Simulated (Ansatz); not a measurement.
## Moving the knobs of a GW run on K2YInBr6 (double perovskite (elpasolite)) (Fm-3m)

A base run on K2YInBr6 (double perovskite (elpasolite)) (Fm-3m), then changed inputs.

Program: Ansatz 0.2.0. Level of theory: G0W0 on LDA, plane waves, PAW. Results are calculated unless marked as measured.

The structure was built from a prototype and need not be the compound's stable phase.

## Step 1: Starting point

It takes space group Fm-3m (No. 225, cubic). The conventional cell has a = 11.413 Å, b = 11.413 Å, c = 11.413 Å, α = 90.00°, β = 90.00°, γ = 90.00°. K has 12 Br at 4.04 Å nearest. Nearest to In lie 6 Br at 2.99 Å. Nearest to Y lie 6 Br at 2.72 Å. Br has 1 Y at 2.72 Å and 1 In at 2.99 Å and 4 K at 4.04 Å nearest. It derives from Br6In1K2Y1. Farther neighbours and most contacts between anions are not listed.

The structure was relaxed with LDA. The structure type comes from a generator and need not be one that this composition takes. The runs that relaxed it are not among those shown. The default PAW set here is soft_2. Its files were made with PBE.

## Step 2: The base run: 2×2×2 mesh, 515 empty bands, screening to 72 eV

Now the one-shot GW correction: screening in the RPA, then the self-energy of the levels asked for.

input.yaml

```yaml
crystal:
  lattice:
    - [0.0, 5.7062557021, 5.7062557021]
    - [5.7062557021, 0.0, 5.7062557021]
    - [5.7062557021, 5.7062557021, 0.0]
  atoms:
    - { symbol: K, position: [0.25, 0.25, 0.25] }
    - { symbol: K, position: [0.75, 0.75, 0.75] }
    - { symbol: In, position: [0.0, 0.0, 0.0] }
    - { symbol: "Y", position: [0.5, 0.5, 0.5] }
    - { symbol: Br, position: [0.2615945249, 0.7384054751, 0.7384054751] }
    - { symbol: Br, position: [0.2615945249, 0.7384054751, 0.2615945249] }
    - { symbol: Br, position: [0.7384054751, 0.2615945249, 0.7384054751] }
    - { symbol: Br, position: [0.7384054751, 0.2615945249, 0.2615945249] }
    - { symbol: Br, position: [0.7384054751, 0.7384054751, 0.2615945249] }
    - { symbol: Br, position: [0.2615945249, 0.2615945249, 0.7384054751] }
kpoints:
  mp_grid: { grid: [2, 2, 2] }
hamiltonian:
  xc: lda
scf:
  occupations: { method: fixed }
gw:
  n_empty_bands: 515
  ecut_chi: 72
  qp_bands: [v3, c3]
  qp_kpoints: band_edges
  screening: { model: contour_deformation }
```

The run is started by

```
> ansatz run input.yaml --threads 4 --pin off --max-ram 17510MiB --backend cpu --events-out ev --progress --plain --runs-dir out
```

Numbers of over 12 decimals in the logs are rounded to 6 here.

Output:

```text
Engine: ansatz 0.2.0, aarch64-unknown-linux-gnu
Pseudopotentials: kind: paw
Pseudopotential: K, paw, valence charge 9, recommended cutoff 420 eV (normal), K.paw.azcp
Pseudopotential: In, paw, valence charge 13, recommended cutoff 420 eV (normal), In.paw.azcp
Pseudopotential: Y, paw, valence charge 11, recommended cutoff 420 eV (normal), Y.paw.azcp
Pseudopotential: Br, paw, valence charge 7, recommended cutoff 420 eV (normal), Br.paw.azcp
Functional definition: SPW92
  exchange = slater_x
  correlation = pw_c
Crystal: 10 atoms, lattice volume = 371.607 Å³
Basis set: ecut = 420 eV, 7343 PW (Γ)
Bands: 52, of which v1, the nominal top of the filled ones, is band 42 counted from 1 (41 counted from 0)
Symmetry: 48 space group operations
Space group: Fm-3m (ITA 225), of the structure as read, at distance tolerance 7.2e-5 Å
k-points: 3 of 8
Non-local potential: K, projectors of the file, l = 0: 3, l = 1: 2, l = 2: 2
Non-local potential: In, projectors of the file, l = 0: 2, l = 1: 2, l = 2: 2, l = 3: 2
Non-local potential: Y, projectors of the file, l = 0: 3, l = 1: 2, l = 2: 2, l = 3: 1
Non-local potential: Br, projectors of the file, l = 0: 2, l = 1: 2, l = 2: 2
PAW form: soft (Blöchl's): semilocal exchange-correlation on the pseudo side does not see the compensation charge
PAW frozen core: K, regenerated for the run's functional, and the local potential with it (the file was generated under x = pbe(κ = 0.804, μ = 0.219515), c = pbe(β = 0.066725))
PAW frozen core: In, regenerated for the run's functional, and the local potential with it (the file was generated under x = pbe(κ = 0.804, μ = 0.219515), c = pbe(β = 0.066725))
PAW frozen core: Y, regenerated for the run's functional, and the local potential with it (the file was generated under x = pbe(κ = 0.804, μ = 0.219515), c = pbe(β = 0.066725))
PAW frozen core: Br, regenerated for the run's functional, and the local potential with it (the file was generated under x = pbe(κ = 0.804, μ = 0.219515), c = pbe(β = 0.066725))
PAW one-centre angular grid: K, 110 points (default); XC on 64 Gauss nodes
PAW one-centre angular grid: In, 590 points (default); XC on 64 Gauss nodes
PAW one-centre angular grid: Y, 590 points (default); XC on 64 Gauss nodes
PAW one-centre angular grid: Br, 110 points (default); XC on 64 Gauss nodes
Initial density: superposition of atomic densities (neutral atoms: chi_scale 0, normalization atom), corrected by the library's trained network
Initial wavefunctions: pseudopotential atomic-orbital guess
Functional: x = slater, c = lda
SCF iter   1: F=—  HF=-28372.919723 eV  |F-HF|=—  |Δ(HF+E_count)|=         —  Δρ=4.44e-3  dr2=5.46e-2  ethr=1.77e-3  ⟨swp⟩=5.7  Hψ=536  notcnv=0  defer=17
[...]
SCF iter   7: F=-28372.905736 eV  HF=-28372.905736 eV  |F-HF|=3.64e-9  |Δ(HF+E_count)|=   4.48e-8  Δρ=1.68e-6  dr2=1.42e-8  ethr=1.19e-10  ⟨swp⟩=19.7  Hψ=675  notcnv=0
SCF 1 converged in 7 iterations: F = -28372.905736 eV  dr2 = 1.42e-8
[...]
NSCF: frozen V_eff on 3 k-points
G₀W₀ screening: q 1/3
[... further progress lines ...]
NSCF: frozen V_eff on 1 k-points
NSCF: frozen V_eff on 1 k-points
SCF converged after 7 iterations
Free energy (F): -28372.905736 eV
Harris-Foulkes:  -28372.905736 eV  (|F-HF|=3.64e-9)
Internal energy: -28372.905736 eV  (E = F + TS)
E sigma→0 (E₀):  -28372.905736 eV
Fermi energy:    3.349094 eV
--- Per-component energies (eV) ---
  E_band       = -660.681698
  E_kinetic    = 1858.601548
  E_local      = -5347.304499  (includes V_loc(G=0)·N_el)
  E_nonlocal   = 884.722519
  E_hartree    = 1842.929596
  E_xc         = -2221.792897
  E_vxc        = -1259.288977  (∫ρ·V_xc dr)
  E_paw        = -21182.940427  (= ΣΔE_a)
  E_vpaw       = -483.273518  (= ΣTr[D̂ρ^β])
  E_aug_tail   = 0.000017  (compensation charges beyond the density's cutoff)
  E_ewald      = -4209.489781
  E_core_change = 2.368190  (= ΣΔE_core)
  E_smearing   = -0.000000  (= −TS)
  E_closure    = -0.000000  (closes the sum)
  Σ components = -28372.905736   (vs F -28372.905736, Δ=0.00e0)
--- Band table (eV) ---
  k-point 0: bands = [... 38 lower, 1.4819, 1.4819, 1.4819, 2.2286, 5.2336, 5.8108, 5.8108, 5.8108, ... 6 higher]
  k-point 1: bands = [... 38 lower, 1.1506, 1.1506, 1.2612, 3.3491, 5.4467, 5.9478, 5.9478, 6.6432, ... 6 higher]
  k-point 2: bands = [... 38 lower, 0.9840, 0.9840, 1.4697, 2.5458, 5.8480, 6.3747, 6.3747, 6.9094, ... 6 higher]
--- G₀W₀: contour deformation, 6 samples at zero and on the imaginary axis and 2 off it, 8 q-points, 515 empty bands' worth ---
  eigenvalues of the whole cell's RPA ε∞ on this k-mesh (on a slab, of 1 + 4πα/V) = 3.9801, 3.9801, 3.9801; static W/v taken at q = 0 is 0.251250
  gw.qp_kpoints: band_edges: 3 of 3 stored k-points solved, in 1 pass; an edge of the gap read off the rows below is read off those points alone
    ik  band        ε_KS         Σx   Σc(E_QP)       V_xc       Z   E_QP_lin       E_QP  E_QP is
     0    40      1.4819   -19.6954     2.6494   -16.1852  0.7564     0.6029     0.6212  root
     0    41      1.4819   -19.6954     2.6494   -16.1852  0.7564     0.6029     0.6212  root
     0    42      2.2286   -16.4240     0.8985   -15.1122  0.7678     1.8090     1.8152  root
     0    43      5.2336    -3.4158    -3.2241    -7.3840  0.8249     5.9879     5.9777  root
     0    44      5.8108    -7.3097    -4.4877   -12.9650  0.7731     7.0140     6.9784  root
     0    45      5.8108    -7.3097    -4.4877   -12.9650  0.7731     7.0140     6.9784  root
     1    40      1.1506   -19.1522     2.6699   -15.6030  0.7534     0.2510     0.2712  root
     1    41      1.2612   -19.3705     2.6918   -15.7894  0.7542     0.3516     0.3719  root
[...]
2    42      2.5458   -16.9761     0.8251   -15.8169  0.7719     2.2092     2.2116  root
     2    43      5.8480    -7.2477    -4.5840   -13.0118  0.7716     7.0652     7.0282  root
     2    44      6.3747    -8.8137    -4.8190   -14.9107  0.7568     7.7018     7.6526  root
     2    45      6.3747    -8.8137    -4.8190   -14.9107  0.7568     7.7018     7.6526  root
```

Run time: 64 s. Hardware: 4 threads of Arm Neoverse V1, shared host; peak memory 2.8 GiB; 4 min of CPU time.

Numbers from this step:

| Quantity | Value |
| --- | --- |
| bands summed | 557 |
| RPA ε∞ on this mesh (eigenvalues) | 3.980, 3.980, 3.980 |
| plane waves in the screening matrix | 531 |
| q-points in the mesh | 8 |
| G0W0 gap on the mesh | 3.037 eV |
| k of the valence top | 0, 0, -0.5 |
| k of the conduction bottom | 0, 0, 0 |
| starting gap on the mesh | 1.884 eV |
| Z at the valence top | 0.7813 |
| Z at the conduction bottom | 0.8249 |
| least direct G0W0 gap on the computed points | 3.540 eV |

The gap on the mesh goes from 1.88 eV to 3.04 eV, a correction of +1.15 eV. Between the two edge states, bare exchange in place of the xc potential would open the gap by 5.34 eV, and correlation takes back 4.19 eV.

## Step 3: Variant: norm-conserving files, smooth pair densities

This step: G0W0 on LDA, plane waves, norm-conserving pseudopotentials.

input.yaml, as its differences from that of step 2:

```diff
@@ -20,2 +20,3 @@
   xc: lda
+  pseudopotentials: { kind: nc }
 scf:
@@ -23,4 +24,4 @@
 gw:
-  n_empty_bands: 515
-  ecut_chi: 72
+  n_empty_bands: 603
+  ecut_chi: 80
   qp_bands: [v3, c3]
@@ -28 +29,2 @@
   screening: { model: contour_deformation }
+  pair_densities: pseudo
```

Output:

```text
[...]
Crystal: 10 atoms, lattice volume = 371.607 Å³
Basis set: ecut = 979.609905 eV, 25893 PW (Γ)
Bands: 52, of which v1, the nominal top of the filled ones, is band 42 counted from 1 (41 counted from 0)
Symmetry: 48 space group operations
[...]
k-points: 3 of 8
[...]
SCF iter   1: F=—  HF=-7137.425892 eV  |F-HF|=—  |Δ(HF+E_count)|=         —  Δρ=3.41e-2  dr2=8.98e0  ethr=3.10e-3  ⟨swp⟩=7.0  Hψ=567  notcnv=0  defer=20
[...]
SCF iter   9: F=-7134.305338 eV  HF=-7134.305338 eV  |F-HF|=1.26e-8  |Δ(HF+E_count)|=   4.85e-8  Δρ=2.18e-6  dr2=3.20e-8  ethr=1.19e-10  ⟨swp⟩=22.3  Hψ=1106  notcnv=0
SCF 1 converged in 9 iterations: F = -7134.305338 eV  dr2 = 3.20e-8
NSCF: frozen V_eff on 3 k-points
G₀W₀ screening: q 1/3
[... further progress lines ...]
[...]
SCF converged after 9 iterations
Free energy (F): -7134.305338 eV
[...]
Internal energy: -7134.305338 eV  (E = F + TS)
E sigma→0 (E₀):  -7134.305338 eV
Fermi energy:    3.400171 eV
[...]
--- Band table (eV) ---
  k-point 0: bands = [... 38 lower, 1.5418, 1.5418, 1.5418, 2.2798, 5.2947, 5.8708, 5.8708, 5.8708, ... 6 higher]
  k-point 1: bands = [... 38 lower, 1.2108, 1.2108, 1.3216, 3.4002, 5.5057, 6.0069, 6.0069, 6.7042, ... 6 higher]
  k-point 2: bands = [... 38 lower, 1.0439, 1.0439, 1.5297, 2.5974, 5.9081, 6.4340, 6.4340, 6.9698, ... 6 higher]
[...]
0    40      1.5418   -16.6589     2.6706   -12.8135  0.7549     0.3303     0.3670  root
     0    41      1.5418   -16.6589     2.6706   -12.8135  0.7549     0.3303     0.3670  root
     0    42      2.2798   -13.9907     0.8994   -12.1620  0.7660     1.3699     1.3505  root
     0    43      5.2947    -2.6515    -3.2295    -6.5416  0.8250     5.9632     5.9554  root
     0    44      5.8708    -5.9083    -4.4254   -11.3793  0.7735     6.9437     6.9164  root
     0    45      5.8708    -5.9083    -4.4254   -11.3793  0.7735     6.9437     6.9164  root
     1    40      1.2108   -16.3261     2.6926   -12.4638  0.7520     0.0026     0.0412  root
     1    41      1.3216   -16.4705     2.7135   -12.5699  0.7528     0.0953     0.1344  root
[...]
2    42      2.5974   -14.5232     0.8682   -12.8500  0.7700     1.7731     1.7923  root
     2    43      5.9081    -5.8568    -4.5192   -11.4357  0.7721     6.9964     6.9679  root
     2    44      6.4340    -6.8759    -4.7305   -12.6967  0.7571     7.5578     7.5243  root
     2    45      6.4340    -6.8759    -4.7305   -12.6967  0.7571     7.5578     7.5243  root
```

Wall time 3.6 min (4 threads); peak memory 7.5 GiB.

The G0W0 gap on the mesh is 3.495 eV.

Against the base:

| setting | base | variant |
| --- | --- | --- |
| files | default PAW | norm-conserving |
| empty bands | 515 | 603 |
| screening cutoff (eV) | 72 | 80 |
| pair densities | - | pseudo |

| quantity | variant | base |
| --- | --- | --- |
| starting gap on the mesh | 1.895 | 1.884 |
| G0W0 gap on the mesh | 3.495 | 3.037 |
| least direct G0W0 gap on the computed points | 3.914 | 3.540 |
| Z at the valence top | 0.779 | 0.781 |
| Z at the conduction bottom | 0.825 | 0.825 |

## Step 4: Variant: fewer bands

This step: G0W0 on LDA, plane waves, PAW.

input.yaml, as its differences from that of step 3:

```diff
@@ -20,3 +20,2 @@
   xc: lda
-  pseudopotentials: { kind: nc }
 scf:
@@ -24,4 +23,4 @@
 gw:
-  n_empty_bands: 603
-  ecut_chi: 80
+  n_empty_bands: 421
+  ecut_chi: 60
   qp_bands: [v3, c3]
@@ -29,2 +28 @@
   screening: { model: contour_deformation }
-  pair_densities: pseudo
```

Output:

```text
[...]
Crystal: 10 atoms, lattice volume = 371.607 Å³
Basis set: ecut = 420 eV, 7343 PW (Γ)
Bands: 52, of which v1, the nominal top of the filled ones, is band 42 counted from 1 (41 counted from 0)
Symmetry: 48 space group operations
[...]
k-points: 3 of 8
[...]
SCF iter   1: F=—  HF=-28372.919723 eV  |F-HF|=—  |Δ(HF+E_count)|=         —  Δρ=4.44e-3  dr2=5.46e-2  ethr=1.77e-3  ⟨swp⟩=5.7  Hψ=536  notcnv=0  defer=17
[...]
SCF iter   7: F=-28372.905736 eV  HF=-28372.905736 eV  |F-HF|=3.64e-9  |Δ(HF+E_count)|=   4.48e-8  Δρ=1.68e-6  dr2=1.42e-8  ethr=1.19e-10  ⟨swp⟩=19.7  Hψ=675  notcnv=0
SCF 1 converged in 7 iterations: F = -28372.905736 eV  dr2 = 1.42e-8
[...]
G₀W₀ screening: q 1/3
[... further progress lines ...]
[...]
SCF converged after 7 iterations
Free energy (F): -28372.905736 eV
[...]
Internal energy: -28372.905736 eV  (E = F + TS)
E sigma→0 (E₀):  -28372.905736 eV
Fermi energy:    3.349094 eV
[...]
--- Band table (eV) ---
  k-point 0: bands = [... 38 lower, 1.4819, 1.4819, 1.4819, 2.2286, 5.2336, 5.8108, 5.8108, 5.8108, ... 6 higher]
  k-point 1: bands = [... 38 lower, 1.1506, 1.1506, 1.2612, 3.3491, 5.4467, 5.9478, 5.9478, 6.6432, ... 6 higher]
  k-point 2: bands = [... 38 lower, 0.9840, 0.9840, 1.4697, 2.5458, 5.8480, 6.3747, 6.3747, 6.9094, ... 6 higher]
[...]
bands read: the sum over 463 bands ends inside a degenerate multiplet in 2 slots, whose members it reads at an even weight; the widest, k=0: bands 462 to 464 (counted from 1) at 2/3 each
[...]
0    40      1.4819   -19.6954     2.7223   -16.1852  0.7583     0.6790     0.6942  root
     0    41      1.4819   -19.6954     2.7223   -16.1852  0.7583     0.6790     0.6942  root
     0    42      2.2286   -16.4240     0.9727   -15.1122  0.7686     1.8856     1.8895  root
     0    43      5.2336    -3.4158    -3.2199    -7.3840  0.8249     5.9923     5.9819  root
     0    44      5.8108    -7.3097    -4.4451   -12.9650  0.7734     7.0600     7.0209  root
     0    45      5.8108    -7.3097    -4.4451   -12.9650  0.7734     7.0600     7.0209  root
     1    40      1.1506   -19.1522     2.7377   -15.6030  0.7551     0.3221     0.3391  root
     1    41      1.2612   -19.3705     2.7610   -15.7894  0.7559     0.4241     0.4411  root
[...]
2    42      2.5458   -16.9761     0.9110   -15.8169  0.7729     2.2963     2.2975  root
     2    43      5.8480    -7.2477    -4.5417   -13.0118  0.7720     7.1109     7.0704  root
     2    44      6.3747    -8.8137    -4.7660   -14.9107  0.7573     7.7604     7.7056  root
     2    45      6.3747    -8.8137    -4.7660   -14.9107  0.7573     7.7604     7.7056  root
```

Wall time 47 s (4 threads); peak memory 2.2 GiB; 3 min of CPU time.

Against the base:

| setting | base | variant |
| --- | --- | --- |
| empty bands | 515 | 421 |
| screening cutoff (eV) | 72 | 60 |

| quantity | variant | base |
| --- | --- | --- |
| starting gap on the mesh | 1.884 | 1.884 |
| G0W0 gap on the mesh | 2.948 | 3.037 |
| least direct G0W0 gap on the computed points | 3.480 | 3.540 |
| Z at the valence top | 0.782 | 0.781 |
| Z at the conduction bottom | 0.825 | 0.825 |

## Step 5: What came out

```
base                                         : 3.04 eV, 64 s
norm-conserving files, smooth pair densities : 3.50 eV, 3.6 min
fewer bands                                  : 2.95 eV, 47 s
```

What this shows: Norm-conserving files, smooth pair densities: the gap moves by +0.46 eV and the time by a factor of 3.4 (the plane-wave cutoff goes from 420 to 979.61 eV). The variant differs from the base in files, empty bands, screening cutoff and pair densities together, so the change can't be laid to one of them. Fewer bands: the gap moves by −0.09 eV; such settings are too crude to quote. The variant differs from the base in empty bands and screening cutoff together, so the change can't be laid to one of them. All runs here use a coarse mesh and modest cutoffs; they test settings and are not final values. The 2×2×2 mesh is coarse for this cell (its supercell is 16 Å along the shortest edge). The RPA ε∞ on it, from the LDA start, is 3.98; such meshes misread the long-range screening, most where the gap is narrow. The many-body steps are scalar-relativistic: spin-orbit coupling is not in them.

[Paths, hosts, dates, memory and timing lines, banners, echoed tables and standing remarks are left out of the program output.]

[Logs are printed without paths, hosts, clocks, repeated set-up lines and the standing remarks that a program may print on its own settings, such as how far it seeks lower states.]

[Runs of the session that timed out or met a known fault of the program may be left out.]

[Cells called generated may have been cut or substituted from an entry of the Crystallography Open Database or the Materials Project.]

[Hosts, paths, dates, database ids (printed as entryN), source tags and the programs' standing remarks are cut or masked in the printed files.]
